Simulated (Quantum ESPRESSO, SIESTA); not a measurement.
# In-plane stress of rocksalt HfN under biaxial strain, SIESTA DZP, PBEsol

Calculated with SIESTA 5.4.2: PBEsol; DZP orbitals, shift 0.01 Ry, mesh 400 Ry; k-mesh 7×7×7. The first two cell vectors are strained alike from typed lattice constants; the third vector's length and the atoms are relaxed. The geometries are those relaxed at QE, PBEsol. The typed cell isn't stress-free: at zero strain the reference's in-plane stress is -6.5 GPa, compression positive.

```
in-plane strain (%)  in-plane stress (GPa, compression positive)
                 -4                                        31.12
                 -3                                        20.28
                 -2                                           11
                 -1                                        2.505
                  0                                       -4.821
                 +1                                            ?
                 +2                                       -16.86
                 +3                                       -21.75
                 +4                                       -25.52
```

Task: Fit a second-order form in the logarithmic strain to the rows given and interpolate to the withheld row.

Worked fit:

With u = ln[(1 + ε)/(1 + ε0)], counted from the row at ε0 = +0 % where y0 = -4.821, a second-order form y = y0 + a u + b u² makes v = (y − y0)/u a line in u.

```
         u         v
-0.0408220  -880.432
-0.0304592  -824.086
-0.0202027  -783.113
-0.0100503  -728.931
 0.0198026  -607.950
 0.0295588  -572.723
 0.0392207  -527.757
```

With n = 7: mean u = -0.00185030, mean v = -703.570, Σ(u − ū)² = 0.0058835, Σ(u − ū)(v − v̄) = 25.409. Slope b = 25.409 / 0.0058835 = 4318.7; intercept a = v̄ − b ū = -695.58.

At the withheld row u = 0.009950, v = a + b u = -652.6, and y = y0 + u v.

Prediction at +1: -11.31 GPa. The run gave -10.97 GPa, so the fit is low by 0.34 GPa (3.1 % of the value).

The first-order term gives a biaxial modulus of 696 GPa at ε0. The second-order term makes up 6.6 % of v at the withheld row. Among the rows given, the largest miss of the fit is at -4, by 0.35 GPa (0.62 % of the range of the table).

Limits: The nuclei are static. The DFT runs use Fermi–Dirac occupations of width 0.1 eV, and energies are free energies.

[Logs are printed without paths, hosts, clocks, repeated set-up lines and the standing remarks that a program may print on its own settings, such as how far it seeks lower states.]

[Hosts, paths, dates, database ids (printed as entryN), source tags and the programs' standing remarks are cut or masked in the printed files.]
